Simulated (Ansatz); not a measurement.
# Al wire along [111], 19 atoms a period: bands along the axis, part 2 of 2

Wanted: the relaxed geometry and the bands of the Al wire along [111], 19 atoms a period.

Ansatz 0.2.0; DFT PBE, plane waves, PAW; relaxation of a wire's period; PAW set soft_1 (the session's first sound run).

So far: The starting structure; Relaxation of atoms and period.

**2. Relaxation of atoms and period (continued)**

The steps of the relaxation:

```
step  energy less that of the first step (eV)  largest force component (eV/Å)  pressure (GPa)  volume (Å³)
   1                                   0.0000                          0.4724           -1.13      1173.04
   2                                  -1.1592                          0.2429           -0.05      1116.90
   3                                  -1.0704                          0.5833            0.27      1083.01
   4                                  -1.2845                          0.1180           -0.09      1106.01
   5                                  -1.2920                          0.0373            0.03      1100.86
   6                                  -1.2912                          0.0573            0.01      1100.57
   7                                  -1.2931                          0.0030           -0.02      1102.13
  8*                                  -1.2907                          0.0031           -0.02      1102.13
```

Relaxation steps marked * repeat the geometry before them on a plane-wave basis chosen anew for their cell, so energy and pressure can jump there. Relaxation steps 3, 6 were tried and not accepted.

Forces are held to the 4 operations that the run works with; a distortion that breaks them can't arise in this run.

```
cell as run  before  after  change
      c (Å)   6.997  6.574  -6.0 %
```

The atoms that moved most (Å, along periodic axes as changes of fractional coordinates times the final cell, across vacuum about the mean position):

```
atom      dx      dy      dz  length
 Al8   0.000   0.089  -0.150   0.175
Al14   0.000  -0.089   0.150   0.175
Al12  -0.149   0.069  -0.009   0.164
 Al6  -0.149  -0.069   0.009   0.164
Al15   0.149   0.069  -0.009   0.164
 Al9   0.149  -0.069   0.009   0.164
Al10  -0.043  -0.034  -0.139   0.150
 Al5   0.043  -0.034  -0.139   0.150
```

The relaxed structure:

```cif
data_structure
_symmetry_space_group_name_H-M 'P 1'
_symmetry_Int_Tables_number 1
_cell_length_a 12.5130
_cell_length_b 13.3970
_cell_length_c 6.5745
_cell_angle_alpha 90.000
_cell_angle_beta 90.000
_cell_angle_gamma 90.000
_cell_volume 1102.13
loop_
_atom_site_label
_atom_site_type_symbol
_atom_site_fract_x
_atom_site_fract_y
_atom_site_fract_z
_atom_site_occupancy
Al1 Al 0.38442 0.31446 0.99864 1
Al2 Al 0.50002 0.50001 0.00000 1
Al3 Al 0.61562 0.31446 0.99864 1
Al4 Al 0.73387 0.50001 0.00000 1
Al5 Al 0.27515 0.62055 0.31212 1
Al6 Al 0.37394 0.43334 0.33468 1
Al7 Al 0.50002 0.63299 0.33637 1
Al8 Al 0.50002 0.26043 0.31049 1
Al9 Al 0.62610 0.43334 0.33468 1
Al10 Al 0.72488 0.62055 0.31212 1
Al11 Al 0.27515 0.37947 0.68788 1
Al12 Al 0.37394 0.56668 0.66532 1
Al13 Al 0.50002 0.36703 0.66363 1
Al14 Al 0.50002 0.73959 0.68951 1
Al15 Al 0.62610 0.56668 0.66532 1
Al16 Al 0.72488 0.37947 0.68788 1
Al17 Al 0.26617 0.50001 0.00000 1
Al18 Al 0.38442 0.68556 0.00136 1
Al19 Al 0.61562 0.68556 0.00136 1
```

This step gave:

```yaml
energy_at_zero_smearing: -10201.8479 eV
cell_length_along_the_wire: 6.574 Å
```

The cell's length comes to 6.574 Å with spin left out.

**3. Bands of the perfect wire**

This step: DFT PBE, plane waves, PAW; bands of a perfect wire; PAW set soft_1 (Ansatz 0.2.0).

At the relaxed period the bands are computed along the axis; those that cross an energy going forward count the channels that a perfect wire would open there.

File input.yaml:

```yaml
crystal:
  lattice:
    - [12.513, 0.0, 0.0]
    - [0.0, 13.397, 0.0]
    - [0.0, 0.0, 6.5744884753]
  atoms:
    - { symbol: Al, position: [0.384418021, 0.31446447, 0.998643561] }
    - { symbol: Al, position: [0.500016894, 0.500010912, 0.0] }
    - { symbol: Al, position: [0.615615767, 0.31446447, 0.998643561] }
    - { symbol: Al, position: [0.733867148, 0.500010912, 0.0] }
    - { symbol: Al, position: [0.275153203, 0.62055366, 0.31211707] }
    - { symbol: Al, position: [0.373938067, 0.433338251, 0.334677685] }
    - { symbol: Al, position: [0.500016894, 0.632990223, 0.336372981] }
    - { symbol: Al, position: [0.500016894, 0.260434037, 0.310488062] }
    - { symbol: Al, position: [0.626095721, 0.433338251, 0.334677685] }
    - { symbol: Al, position: [0.724880585, 0.62055366, 0.31211707] }
    - { symbol: Al, position: [0.275153203, 0.379468164, 0.68788293] }
    - { symbol: Al, position: [0.373938067, 0.566683573, 0.665322315] }
    - { symbol: Al, position: [0.500016894, 0.367031601, 0.663627019] }
    - { symbol: Al, position: [0.500016894, 0.739587787, 0.689511938] }
    - { symbol: Al, position: [0.626095721, 0.566683573, 0.665322315] }
    - { symbol: Al, position: [0.724880585, 0.379468164, 0.68788293] }
    - { symbol: Al, position: [0.26616664, 0.500010912, 0.0] }
    - { symbol: Al, position: [0.384418021, 0.685557354, 0.001356439] }
    - { symbol: Al, position: [0.615615767, 0.685557354, 0.001356439] }
kpoints:
  mp_grid: { grid: [1, 1, 13] }
  band_path: { path: ["Γ", Z], npoints: 90 }
scf:
  occupations: { method: fermi_dirac, width: 0.05 }
hamiltonian:
  xc: pbe
  pseudopotentials: { kind: paw, azcp: { folder: soft_1 } }
output:
  dos: { e_range: [-5, 4] }
  write_potential: true
  write_density: true
  volumetric_format: npy
```

Launch:

```console
$ ansatz run input.yaml --threads 8 --pin off --max-ram 16384MiB --backend cpu --events-out ev --progress --plain --runs-dir out
```

Numbers of over 12 decimals in the logs are rounded to 6 here.

What it wrote:

```text
[...]
Crystal: 19 atoms, lattice volume = 1102.125 Å³
Basis set: ecut = 420 eV, 21549 PW (Γ)
Bands: 48, of which v1, the nominal top of the filled ones, is band 29 counted from 1 (28 counted from 0)
Symmetry: 4 space group operations
[...]
k-points: 7 of 13
[...]
SCF iter   1: F=—  HF=-10206.998534 eV  |F-HF|=—  |Δ(HF+E_count)|=         —  Δρ=1.97e-2  dr2=2.60e1  ethr=3.10e-3  ⟨swp⟩=9.1  Hψ=2103  notcnv=0  defer=3
[...]
SCF iter  10: F=-10201.880460 eV  HF=-10201.880460 eV  |F-HF|=3.05e-8  |Δ(HF+E_count)|=   8.89e-8  Δρ=1.37e-6  dr2=8.37e-8  ethr=1.75e-10  ⟨swp⟩=24.3  Hψ=2216  notcnv=0
SCF 1 converged in 10 iterations: F = -10201.880460 eV  dr2 = 8.37e-8
[...]
NSCF: frozen V_eff on 91 k-points
WARN: The output density's exchange-correlation potential varies sharply where the density is thin. Do not read a vacuum level from v_tot or v_xc, or from such a field of the output density. On a cell that repeats whose density bears no net charge and no dipole along the vacuum's axis use v_es (v_loc + v_h of the components); under efield.dipole_correction with no amplitude use v_es + v_field, which holds any externa [...]
SCF converged after 10 iterations
Free energy (F): -10201.880460 eV
[...]
Internal energy: -10201.841038 eV  (E = F + TS)
E sigma→0 (E₀):  -10201.860749 eV
Entropy (-TS):   -0.039423 eV (-2.075 meV/atom)
Fermi energy:    -0.542484 eV
[...]
--- Band table (eV; the first three rows and the last of 7) ---
  k-point 0: bands = [... 25 lower, -1.3269, -1.1951, -1.0152, -0.9282, -0.2485, -0.2258, -0.0572, 0.3552, ... 15 higher]
  k-point 1: bands = [... 25 lower, -1.4525, -1.0382, -0.9374, -0.9355, -0.2886, -0.2705, 0.0961, 0.4340, ... 15 higher]
  k-point 2: bands = [... 25 lower, -1.2416, -1.0399, -0.9581, -0.7056, -0.3623, -0.3555, 0.4492, 0.5618, ... 15 higher]
  k-point 6: bands = [... 25 lower, -1.0500, -1.0051, -0.9476, -0.3344, -0.3324, -0.1019, -0.0797, 0.0133, ... 15 higher]
```

Wall time 13 s (8 threads of AMD EPYC 9B45 (Zen 5), shared host); peak memory 3.8 GiB; 97 s of CPU time.

This step gave:

```
energy at zero smearing : -10201.8607 eV
band gap                : 0 eV
```

The electronic bands at the labelled points (eV, zero at the Fermi level):

```
  point  band 25  band 26  band 27  band 28  band 29  band 30  band 31  band 32
      Γ    -0.80    -0.78    -0.65    -0.47    -0.39     0.29     0.32     0.49
halfway    -1.09    -0.51    -0.45    -0.11     0.05     0.14     0.14     0.34
      Z    -0.57    -0.56    -0.46    -0.40     0.19     0.20     0.48     0.51
```

Between Γ and Z the bands cross the Fermi level 1 times, so a perfect wire would conduct at least 1 G₀, with spin left out.

**4. Outcome**

```json
{"cell length, PBE": "6.574 Å", "ballistic conductance by band crossings, a lower bound, PBE": "1 G₀"}
```

**Reading.** Under PBE the cell's length is 6.57 Å, and the bands cross the Fermi level 1 times between Γ and Z, which gives a perfect wire at least 1 G₀ (opposite crossings within one step of the path cancel in such a count).

[Logs are printed without paths, hosts, clocks, repeated set-up lines and the standing remarks that a program may print on its own settings, such as how far it seeks lower states.]

[Hosts, paths, dates, database ids (printed as entryN), source tags and the programs' standing remarks are cut or masked in the printed files.]
